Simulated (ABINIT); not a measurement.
Entries from a set of simulations; values are calculated unless marked as measured.

```cif
data_snf3
_symmetry_space_group_name_H-M 'Fm-3m'
_symmetry_Int_Tables_number 225
_cell_length_a 8.6980
_cell_length_b 8.6980
_cell_length_c 8.6980
_cell_angle_alpha 90.000
_cell_angle_beta 90.000
_cell_angle_gamma 90.000
_cell_volume 658.04
loop_
_atom_site_label
_atom_site_type_symbol
_atom_site_symmetry_multiplicity
_atom_site_Wyckoff_symbol
_atom_site_fract_x
_atom_site_fract_y
_atom_site_fract_z
_atom_site_occupancy
Sn1 Sn 4 b 0.50000 0.00000 0.00000 1
Sn2 Sn 4 a 0.00000 0.00000 0.00000 1
F1 F 24 e 0.50000 0.22819 0.00000 1
_calc_subject 'A GW chain in ABINIT: SnF3 (Fm-3m)'
_calc_method 'RPA screening on PBEsol, plane waves, norm-conserving pseudopotentials (and 2 further levels or steps)'
_calc_program 'ABINIT 10.8.3'
_calc_settings 'cutoff 38 Ha, PseudoDojo scalar-relativistic 0.4 stringent, norm-conserving, ngkpt (2, 2, 2), nband 195, ecuteps 4.8 Ha, inclvkb 2, shiftk (0, 0, 0), symchi 1, awtr 1, frequency ppm, 2×2×2 k-mesh'
_calc_notes 'The program’s warnings: nproc spkpt=  >= nkpt= * nsppol=. The cell and positions are those that the Materials Project relaxed with its own functionals (PBE, PBE+U or r2SCAN), kept fixed. Limits: no spin-orbit coupling. The 2×2×2 mesh is coarse for this cell, which bears on the long-range parts of exchange and screening.'
_calc_pbesol_gap '2.83 eV, indirect'
_calc_g0w0_gap_on_the_mesh '5.28 eV'
_calc_gw_settings '2×2×2 mesh, 195 bands, screening to 130.6 eV, Godby-Needs plasmon pole'
_calc_known_limits 'short of the basis limit; no spin-orbit coupling; coarse k mesh'
```

[Long decimals in the printed logs are rounded to 6 places.]

[Logs are printed without paths, hosts, clocks, repeated set-up lines and the standing remarks that a program may print on its own settings, such as how far it seeks lower states.]

[Paths, hosts, dates, memory and timing lines, banners, echoed tables and standing remarks are left out of the program output; an Ansatz launch command may be rebuilt from the run's recorded settings. Measured values are a selection of at most five: reports struck by readers or far from the other reports are left out. None is set beside runs whose start may be inverted or whose files or cutoffs have a known fault.]

[Runs of the session that timed out or met a known fault of the program may be left out.]

[Hosts, paths, dates, database ids (printed as entryN), source tags and the programs' standing remarks are cut or masked in the printed files.]

[G0W0 gaps are taken among the corrected bands and points alone; a level outside them can change the order at an edge.]

[Where Ansatz stands beside ABINIT at settings called matched, ABINIT's density can come from a denser mesh and the files from another edition; pairs whose starting gaps differed by over 0.03 eV were left out, so agreement reads better than it is.]
